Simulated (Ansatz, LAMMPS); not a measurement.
# Mg2+ TFSI- in gamma-butyrolactone at 470 K (110 atoms): atom by atom

This is the geometry as built. Method: Kohn-Sham DFT, PBE+D4, PAW (set soft_2), plane waves (Ansatz 0.2.0); cutoff 420 eV, Γ point, fermi-dirac smearing of 0.025 eV; density 1.50 g/cm³.

Cell vectors (Å):

```
11.872 0.000 0.000
0.000 11.872 0.000
0.000 0.000 11.872
```

Positions (Å):

```
1 N 11.438 5.839 2.956
2 S 11.061 4.733 1.962
3 O 9.663 4.657 1.644
4 O 11.734 3.467 2.294
5 C 0.028 5.462 0.534
6 F 11.005 5.671 11.349
7 F 1.073 4.715 11.812
8 F 0.572 6.657 0.769
9 S 0.971 5.663 3.616
10 O 2.063 5.425 2.644
11 O 1.128 4.729 4.710
12 C 1.178 7.303 4.385
13 F 0.427 7.422 5.550
14 F 0.841 8.304 3.579
15 F 2.486 7.516 4.831
16 N 2.265 10.938 6.133
17 S 2.472 10.148 7.474
18 O 3.037 10.877 8.617
19 O 3.064 8.856 7.184
20 C 0.665 9.977 7.956
21 F 11.837 11.148 8.086
22 F 0.602 9.352 9.146
23 F 11.797 9.210 7.075
24 S 3.580 11.790 5.755
25 O 4.558 0.146 6.797
26 O 3.266 1.146 5.037
27 C 4.403 10.714 4.656
28 F 5.174 11.247 3.661
29 F 3.409 10.016 4.079
30 F 5.233 9.808 5.354
31 N 2.822 3.736 9.475
32 S 2.845 4.159 7.948
33 O 2.275 3.213 6.915
34 O 4.107 4.747 7.618
35 C 1.614 5.557 8.092
36 F 1.676 6.327 6.938
37 F 1.877 6.306 9.153
38 F 0.355 5.051 8.201
39 S 2.962 2.184 9.749
40 O 3.218 1.810 11.166
41 O 3.784 1.512 8.818
42 C 1.246 1.670 9.380
43 F 1.161 1.089 8.174
44 F 0.221 2.599 9.515
45 F 0.891 0.743 10.278
46 N 7.615 0.715 11.076
47 S 7.889 1.144 9.550
48 O 6.722 0.917 8.695
49 O 9.194 0.845 8.978
50 C 7.868 2.948 9.703
51 F 6.828 3.407 10.396
52 F 7.694 3.310 8.482
53 F 9.030 3.395 10.233
54 S 6.700 11.371 11.051
55 O 7.513 10.228 10.568
56 O 5.353 11.435 10.585
57 C 6.532 11.127 0.973
58 F 6.442 0.432 1.574
59 F 7.542 10.318 1.482
60 F 5.320 10.474 1.183
61 O 1.667 1.743 3.174
62 C 1.631 0.774 2.403
63 C 0.539 0.406 1.540
64 C 0.871 10.854 1.317
65 C 2.336 10.869 1.187
66 O 2.748 0.066 2.106
67 H 0.487 1.032 0.683
68 H 11.431 0.692 2.016
69 H 0.348 10.397 0.430
70 H 0.619 10.399 2.268
71 H 2.790 9.991 1.613
72 H 2.674 11.123 0.181
73 O 6.085 10.160 8.167
74 C 6.999 9.338 7.954
75 C 6.977 7.864 8.016
76 C 8.247 7.398 7.460
77 C 8.661 8.541 6.584
78 O 8.087 9.691 7.210
79 H 6.271 7.677 7.233
80 H 6.900 7.489 9.063
81 H 8.099 6.464 6.945
82 H 8.992 7.208 8.295
83 H 9.754 8.592 6.362
84 H 8.098 8.647 5.604
85 O 0.484 2.167 5.589
86 C 11.388 1.422 5.488
87 C 9.870 1.712 5.697
88 C 9.363 0.487 5.046
89 C 10.329 11.348 5.455
90 O 11.544 0.093 5.453
91 H 9.610 2.699 5.141
92 H 9.617 1.758 6.730
93 H 9.520 0.586 3.938
94 H 8.316 0.105 5.263
95 H 10.201 10.959 6.532
96 H 10.264 10.524 4.766
97 O 3.671 3.507 3.675
98 C 4.704 3.713 3.019
99 C 5.384 5.101 3.052
100 C 6.476 5.024 2.023
101 C 6.515 3.521 1.764
102 O 5.382 2.844 2.218
103 H 5.824 5.304 4.000
104 H 4.792 6.009 2.816
105 H 7.467 5.231 2.542
106 H 6.328 5.583 1.111
107 H 6.476 3.404 0.663
108 H 7.406 2.970 2.023
109 Mg 2.064 2.816 4.734
110 Mg 4.923 11.818 8.729
```

Predict the forces.

Columns: atom, fx, fy, fz (forces in eV/Å).

```
1 -0.680 1.771 2.531
2 0.182 -3.575 -0.207
3 -0.448 0.527 -0.020
4 -0.684 0.766 -0.651
5 1.658 0.354 -4.736
6 0.347 -0.404 1.086
7 -1.543 0.284 1.276
8 -0.243 0.261 0.209
9 3.280 -1.119 -2.277
10 -1.173 1.359 0.735
11 -0.730 -0.637 1.422
12 0.828 1.650 2.812
13 -0.347 -0.030 -2.401
14 0.024 -0.027 -0.317
15 -1.388 -0.728 -1.358
16 1.209 2.123 -0.426
17 0.378 -2.003 0.439
18 -0.269 -0.279 0.249
19 -0.573 0.264 0.770
20 -2.477 -0.327 0.424
21 0.595 -1.742 -0.189
22 0.442 0.075 -0.163
23 1.217 0.737 0.594
24 -1.721 2.661 1.154
25 0.646 -0.140 -0.147
26 0.242 -1.262 0.199
27 2.029 -2.982 -2.421
28 -0.708 0.055 1.536
29 0.601 -0.321 -0.431
30 -1.132 1.255 -0.825
31 0.178 -0.958 0.475
32 -0.403 -0.107 -1.884
33 0.907 1.288 1.694
34 0.862 0.523 -0.498
35 -0.785 0.342 -1.242
36 0.546 -1.524 2.484
37 0.044 0.215 -0.049
38 0.582 0.391 -0.124
39 -1.287 1.792 5.044
40 -0.657 1.175 -2.217
41 1.773 -0.811 -2.184
42 -2.798 -0.813 0.128
43 0.576 1.541 0.084
44 1.647 -0.187 -0.601
45 0.209 -0.931 0.642
46 0.787 2.620 -0.807
47 1.525 0.235 0.024
48 -0.212 -0.077 -0.435
49 -0.798 -0.173 0.501
50 0.522 -0.273 1.633
51 -0.271 0.174 0.648
52 0.359 1.708 -2.702
53 -0.504 0.130 -0.235
54 3.713 -5.321 0.875
55 -1.426 0.521 0.448
56 -2.499 0.520 -0.235
57 -1.137 -1.478 1.139
58 0.588 -0.163 0.490
59 -1.221 1.421 -0.452
60 1.357 0.194 -0.221
61 -0.339 -1.661 -1.112
62 2.052 2.972 0.526
63 -2.600 0.460 0.946
64 -1.962 -1.107 -1.281
65 0.933 0.241 0.249
66 -0.676 0.356 0.427
67 0.566 0.736 -1.189
68 0.614 -0.717 -0.082
69 0.356 0.090 0.918
70 -0.319 -0.959 0.055
71 0.440 -0.643 -0.324
72 0.300 -0.025 -0.075
73 1.524 -1.479 0.075
74 -0.790 1.962 -1.161
75 -0.329 0.045 2.013
76 2.173 -0.725 0.755
77 -0.082 -0.002 -1.949
78 -0.022 1.715 1.299
79 -1.710 -0.835 0.159
80 -1.180 0.061 -0.802
81 0.215 -0.550 -0.449
82 -0.402 0.271 -0.899
83 -0.751 0.436 0.489
84 0.714 -1.102 0.335
85 -1.772 -0.729 -0.383
86 -0.138 0.549 1.988
87 0.945 2.371 -2.483
88 -2.660 -0.382 -1.423
89 -1.512 -2.634 2.424
90 2.706 1.215 -1.094
91 0.307 -1.417 1.050
92 0.035 0.240 1.194
93 -0.587 0.051 0.462
94 0.863 0.806 -0.226
95 -0.353 0.436 -1.462
96 0.550 -0.789 -0.305
97 1.746 -0.676 -0.922
98 -1.429 1.410 1.154
99 -0.493 0.506 -1.334
100 2.105 -1.169 1.827
101 1.316 0.027 -3.846
102 -2.264 0.743 2.276
103 0.110 -0.154 1.321
104 -0.727 -0.886 0.374
105 -0.914 0.411 -1.100
106 -0.011 0.312 -0.190
107 0.101 -0.199 0.303
108 0.509 -0.076 0.788
109 0.790 0.845 0.097
110 0.310 -0.889 -0.699
```

The force components of 1.3 eV/Å r.m.s. hold both thermal displacement and the mismatch between the potential that made the cell and DFT, above all in bond lengths inside molecules. The network of contacts between molecules at the start is that of the classical potential that made the cell, and needn't be the one that DFT or experiment would give. The density was typed from a rule of thumb and may lie off the real one at this temperature. Only the Γ point is sampled, in a cell whose shortest periodic width is 12 Å.

The r.m.s. force component is 1.28 eV/Å; the longest force, 6.55 eV/Å, acts on S54.

[Long decimals in the printed logs are rounded to 6 places.]

[Logs are printed without paths, hosts, clocks, repeated set-up lines and the standing remarks that a program may print on its own settings, such as how far it seeks lower states.]

[Hosts, paths, dates, database ids (printed as entryN), source tags and the programs' standing remarks are cut or masked in the printed files.]
